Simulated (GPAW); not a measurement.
## Optical response of TiSi2

Aim: the dielectric function of TiSi2, and the optical constants that follow from it.

Method: DFT, PBE, plane-wave PAW (GPAW data sets), scalar-relativistic, RPA, optical limit, in GPAW 26.7.0.

### Step 1. The structure

The structure is orthorhombic, space group Cmcm (No. 63). Conventional cell: a = 3.530 Å, b = 13.519 Å, c = 3.565 Å, α = 90.00°, β = 90.00°, γ = 90.00°. Nearest to Ti lie 10 Si at 2.58 to 2.81 Å. Nearest to Si lie 4 Si at 2.51 Å and 4 Ti at 2.66 to 2.67 Å. Si has 2 Si at 2.38 Å and 6 Ti at 2.58 to 2.81 Å nearest. Farther neighbours are not listed.

### Step 2. Ground state

The self-consistent density comes first; it also tells whether there is a gap, which decides the occupations and the need for a Drude term.

This step: DFT, PBE, plane-wave PAW (GPAW data sets), scalar-relativistic, ground state (GPAW 26.7.0).

Contents of gs.py:

```python
from ase import Atoms
from ase.dft.bandgap import bandgap
from gpaw import GPAW, PW, FermiDirac

atoms = Atoms(['Ti', 'Ti', 'Si', 'Si', 'Si', 'Si'],
              cell=[[1.765105025000, -6.759281535000, 0.000000000000],
                    [1.765105025000, 6.759281535000, 0.000000000000],
                    [0.000000000000, 0.000000000000, 3.565173970000]],
              scaled_positions=[[0.103118080000, 0.896881920000, 0.250000000000],
                                [0.896881920000, 0.103118080000, 0.750000000000],
                                [0.750314820000, 0.249685180000, 0.250000000000],
                                [0.249685180000, 0.750314820000, 0.750000000000],
                                [0.441748550000, 0.558251450000, 0.250000000000],
                                [0.558251450000, 0.441748550000, 0.750000000000]],
              pbc=[True, True, True])
atoms.calc = GPAW(mode=PW(400), xc='PBE', kpts={'size': (7, 7, 6), 'gamma': True},
                  occupations=FermiDirac(0.05), maxiter=150, txt='gs.txt')
print('energy (eV)', atoms.get_potential_energy())
print('Fermi level (eV)', atoms.calc.get_fermi_level())
print('valence electrons', atoms.calc.get_number_of_electrons())
print('gap (eV)', bandgap(atoms.calc, output=None)[0])
print('direct gap (eV)', bandgap(atoms.calc, direct=True, output=None)[0])
atoms.calc.write('gs.gpw')
```

On the command line:

```console
$ OMP_NUM_THREADS=1 python gs.py
```

Numbers of over 12 decimals in the logs are rounded to 6 here.

The log of the run:

```text
__  _  _
 | _ |_)|_||  |
 |__||  | ||/\| - 26.7.0

Versions:
  Python: 3.12.14
  ASE:    3.29.0
  Numpy:  2.5.5
  Scipy:  1.18.1
  Libxc:  7.0.0

Input parameters:
  mode=PW(ecut=400.0),
  kpts=MonkhorstPack(size=(7, 7, 6), gamma=True),
  maxiter=150,
  occupations=Occupations(name='fermi-dirac', width=0.05, fixmagmom=False),
  xc=XC(name='PBE')

Diagonalizing LCAO Hamiltonian
Converting LCAO to pw mode

             Si
              Ti
          Si

           Si
       Ti
        Si

Atoms  # Å, Bohr magnetons
|   | symbol |        x |         y |        z |    initial magnetic moments |
| 0 |     Ti | 1.765105 |  5.365273 | 0.891293 | ( 0.0000,  0.0000,  0.0000) |
| 1 |     Ti | 1.765105 | -5.365273 | 2.673880 | ( 0.0000,  0.0000,  0.0000) |
| 2 |     Si | 1.765105 | -3.383897 | 0.891293 | ( 0.0000,  0.0000,  0.0000) |
| 3 |     Si | 1.765105 |  3.383897 | 2.673880 | ( 0.0000,  0.0000,  0.0000) |
| 4 |     Si | 1.765105 |  0.787476 | 0.891293 | ( 0.0000,  0.0000,  0.0000) |
| 5 |     Si | 1.765105 | -0.787476 | 2.673880 | ( 0.0000,  0.0000,  0.0000) |

Unit cell  # Å
| periodic |        x |         y |        z |  lengths |     angles |
|      yes | 1.765105 | -6.759282 | 0.000000 | 6.985949 |  90.000000 |
|      yes | 1.765105 |  6.759282 | 0.000000 | 6.985949 |  90.000000 |
|      yes | 0.000000 |  0.000000 | 3.565174 | 3.565174 | 150.729457 |

Number of symmetries: 4
Symmetry operations  # r_c * U_cc + t_c -> r_c
|   | kind |            matrix            |
| 0 |  E   |  1, 0, 0,  0, 1, 0,  0, 0, 1 |
| 1 |  C2  |  0, 1, 0,  1, 0, 0,  0, 0,-1 |
| 2 |  σ   |  0,-1, 0, -1, 0, 0,  0, 0, 1 |
| 3 |  i   | -1, 0, 0,  0,-1, 0,  0, 0,-1 |

BZ-sampling:
  Number of BZ points: 294
  Number of IBZ points: 88

  Monkhorst-Pack size: [7, 7, 6]
  Monkhorst-Pack shift: [0.0, 0.0, 0.083333]

K-points  # in reciprocal-cell coordinates
|     |                                coordinates |     weight |
|   0 | (  0.00000000,   0.00000000,   0.00000000) | 0.00340136 |
|   1 | (  0.00000000,   0.00000000,   0.16666667) | 0.00680272 |
|   2 | (  0.00000000,   0.00000000,   0.33333333) | 0.00680272 |
|   3 | (  0.00000000,   0.00000000,   0.50000000) | 0.00340136 |
|   4 | (  0.14285714,  -0.14285714,  -0.33333333) | 0.00680272 |
|   5 | (  0.14285714,  -0.14285714,  -0.16666667) | 0.00680272 |
|   6 | (  0.14285714,  -0.14285714,   0.00000000) | 0.00680272 |
|   7 | (  0.14285714,  -0.14285714,   0.16666667) | 0.00680272 |
|   8 | (  0.14285714,  -0.14285714,   0.33333333) | 0.00680272 |
|   9 | (  0.14285714,  -0.14285714,   0.50000000) | 0.00680272 |
| ... |                                            |            |
|  87 | (  0.42857143,   0.42857143,   0.50000000) | 0.00680272 |

Plane wave coefficients: 1570
Cutoff: 400.0 eV

Spin-components: 1 (collinear spins)
Bands:           28
Projectors:      32
Spin-degeneracy: 2
Datatype:        complex128

Parallelization:
  kpt:    1
  domain: 1
  band:   1

Density:
  Valence electrons: 40.0
  Components: 1
  Grid points: [35 35 18]
  Charge: 0.0  # |e|

Potential:
  Grid points: [35 35 18]

species:
  Ti:
    name:    Titanium
    id:
    Z:       22.0
    valence: 12
    core:    10
    charge:  0.0  # [|e|]
    compensation charges:
      type: gauss
      rc: 0.38  # [Å]
      lmax: 2
    cutoffs:
      filter: 2.23  # [Å]
      core: 1.02  # [Å]
    projectors
    | kind |    occ | energy [eV] | rcut [Å] |
    |   3s |  2.000 |     -62.623 |    1.270 |
    |   4s |  2.000 |      -4.466 |    1.270 |
    |   3p |  6.000 |     -38.862 |    1.058 |
    |   4p |  0.000 |      -1.466 |    1.058 |
    |   3d |  2.000 |      -4.258 |    1.058 |
    |    d |        |      22.953 |    1.058 |

    Using partial waves for Ti as LCAO basis

  Si:
    name:    Silicon
    id:
    Z:       14.0
    valence: 4
    core:    10
    charge:  0.0  # [|e|]
    compensation charges:
      type: gauss
      rc: 0.33  # [Å]
      lmax: 2
    cutoffs:
      filter: 1.86  # [Å]
      core: 2.06  # [Å]
    projectors
    | kind |    occ | energy [eV] | rcut [Å] |
    |   3s |  2.000 |     -10.812 |    1.058 |
    |   3p |  2.000 |      -4.081 |    1.058 |
    |    s |        |      16.399 |    1.058 |
    |    p |        |      23.130 |    1.058 |
    |    d |        |       0.000 |    1.058 |

    Using partial waves for Si as LCAO basis

Reference energy: -77993.405564  # eV

eigensolver:
  PPCG
  Converge bands: occupied
  niter=2

density mixing:
  MSR1-Mixer
  Pratt-step length: 0.05
  Maximum mixing coefficient: 0.75
  Old densities: 10
  SVD Regularization: 0.005
  Good broyden scale: 1.0
  Trust region scale: 1.0
  Backstep threshold: 4.0
  History deletion threshold: 6.0
  Fourier metric: weight=20.0, sigma=0.015

occupation numbers:
  Fermi-Dirac:
    width: 0.0500  # eV

poisson solver:
  ecut: 3200.0  # eV

xc functional:
  name: PBE with 2 nearest neighbor stencil

convergence criteria:
- Maximum [total energy] change in last 3 cyles: 0.0005 eV / valence electron
- Maximum integral of absolute [dens]ity change: 0.0001 electrons / valence electron
- Maximum integral of absolute [eigenst]ate change: 4e-08 eV^2 / valence electron
maximum number of iterations: 150

SCF iterations
|iter     |      energy | eigst |  dens |
|iter:   1||  -38.276006 | +0.40 |       |
|iter:   2||  -38.278494 | -1.76 | -1.22 |
|iter:   3||  -38.346873 | -0.92 | -1.25 |
|iter:   4||  -38.425203 | -0.61 | -1.52 |
|iter:   5||  -38.161991 | -1.07 | -1.50 |
|iter:   6||  -38.153380 | -2.23 | -2.03 |
|iter:   7||  -38.153531c| -3.75 | -2.52 |
|iter:   8||  -38.153520c| -5.03 | -3.33 |
|iter:   9||  -38.153521c| -6.62 | -3.89 |
|iter:  10||  -38.153521c| -7.58c| -4.42c|

Converged in 10 steps
SCF loop duration: 63.968 s (6.397 s/step)
Energy contributions relative to reference atoms: (reference = -77993.405564)

Energy contributions:
  Kinetic:          41.000560
  Coulomb:         -32.407226
  Zero:              0.030808
  External:          0.000000
  Xc:              -46.770807
  Entropy:          -0.013713
  Spinorbit:         0.000000
  ----------------------------
  Free energy:     -38.160378
  Extrapolated:    -38.153521

dipole moment: (-0.000009, -0.000000, -0.000009)  # |e|*Ang

Fermi level: 10.145
Eigenvalues  # (at kpt = [0.000, 0.000, 0.000])
| band index |      eig [eV] | occ [0-2] |
|          0 |       -46.693 |     2.000 |
|        ... |               |           |
|         11 |         6.727 |     2.000 |
|         12 |         7.033 |     2.000 |
|         13 |         7.211 |     2.000 |
|         14 |         7.517 |     2.000 |
|         15 |         7.587 |     2.000 |
|         16 |         7.975 |     2.000 |
|         17 |         8.026 |     2.000 |
|         18 |         8.053 |     2.000 |
|         19 |        10.601 |     0.000 |
|         20 |        10.835 |     0.000 |
|         21 |        10.958 |     0.000 |
|         22 |        11.026 |     0.000 |
|         23 |        11.487 |     0.000 |
|         24 |        11.505 |     0.000 |
|         25 |        12.230 |     0.000 |
|         26 |        12.732 |     0.000 |
|         27 |        13.264 |     0.000 |

No gap
No difference between direct/indirect transitions

--- standard output ---
energy (eV) -38.153521
Fermi level (eV) 10.144909
valence electrons 40.0
gap (eV) 0.0
direct gap (eV) 0.0
```

It took 69 s on 1 thread of Intel Xeon 6975P-C (Granite Rapids), shared host; peak memory 0.26 GiB.

This step gave:

```
energy       : -38.15 eV
Fermi energy : 10.14 eV
electrons    : 40
```

There are states at the Fermi level within the smearing, so the occupations stay smeared and the carriers get a Drude term.

### Step 3. Bands for the response

At the fixed density, many empty bands are solved on the mesh of the response, since the spectrum sums over them.

This step: DFT, PBE, plane-wave PAW (GPAW data sets), scalar-relativistic, bands at fixed density (GPAW 26.7.0).

Contents of nscf.py:

```python
from ase.dft.bandgap import bandgap
from gpaw import GPAW, FermiDirac

calc = GPAW('gs.gpw').fixed_density(kpts={'size': (12, 12, 10), 'gamma': True}, nbands=55, convergence={'bands': 49},
                                    occupations=FermiDirac(0.05), txt='nscf.txt')
print('gap (eV)', bandgap(calc, output=None)[0])
print('direct gap (eV)', bandgap(calc, direct=True, output=None)[0])
print('top band over the Fermi level (eV)', min(calc.get_eigenvalues(kpt=k)[48] for k in range(len(calc.get_ibz_k_points()))) - calc.get_fermi_level())
calc.write('full.gpw', mode='all')
```

On the command line:

```console
$ OMP_NUM_THREADS=1 python nscf.py
```

The log of the run:

```text
Diagonalizing LCAO Hamiltonian
Converting LCAO to pw mode
convergence criteria:
- Maximum integral of absolute [eigenst]ate change: 4e-08 eV^2 / valence electron
maximum number of iterations: 150

SCF iterations
|iter     |      energy | eigst |  dens |
|iter:   1||             | +2.25 |       |
|iter:   2||             | +1.53 |       |
|iter:   3||             | +0.55 |       |
|iter:   4||             | -0.40 |       |
|iter:   5||             | -1.33 |       |
|iter:   6||             | -2.26 |       |
|iter:   7||             | -3.11 |       |
|iter:   8||             | -4.01 |       |
|iter:   9||             | -4.82 |       |
|iter:  10||             | -5.67 |       |
|iter:  11||             | -6.47 |       |
|iter:  12||             | -7.23 |       |
|iter:  13||             | -7.81c|       |
SCF steps: 13
  __  _  _
 | _ |_)|_||  |
 |__||  | ||/\| - 26.7.0

Versions:
  Python: 3.12.14
  ASE:    3.29.0
  Numpy:  2.5.5
  Scipy:  1.18.1
  Libxc:  7.0.0

Input parameters:
  mode=PW(ecut=400.0),
  convergence={'bands': 49},
  gpts=array([35, 35, 18]),
  kpts=MonkhorstPack(size=(12, 12, 10), gamma=True),
  maxiter=150,
  nbands=55,
  occupations=Occupations(name='fermi-dirac', width=0.05, fixmagmom=False),
  parallel={},
  xc=XC(name='PBE')

--- standard output ---
gap (eV) 0.0
direct gap (eV) 0.0
top band over the Fermi level (eV) 14.638659
```

The job ended after 10 min (1 thread; peak memory 0.92 GiB).

(Continued in part 2 of 2.)

[Machine, clock and banner lines and Python warnings are left out of the logs.]

[Logs are printed without paths, hosts, clocks, repeated set-up lines and the standing remarks that a program may print on its own settings, such as how far it seeks lower states.]

[Hosts, paths, dates, database ids (printed as entryN), source tags and the programs' standing remarks are cut or masked in the printed files.]
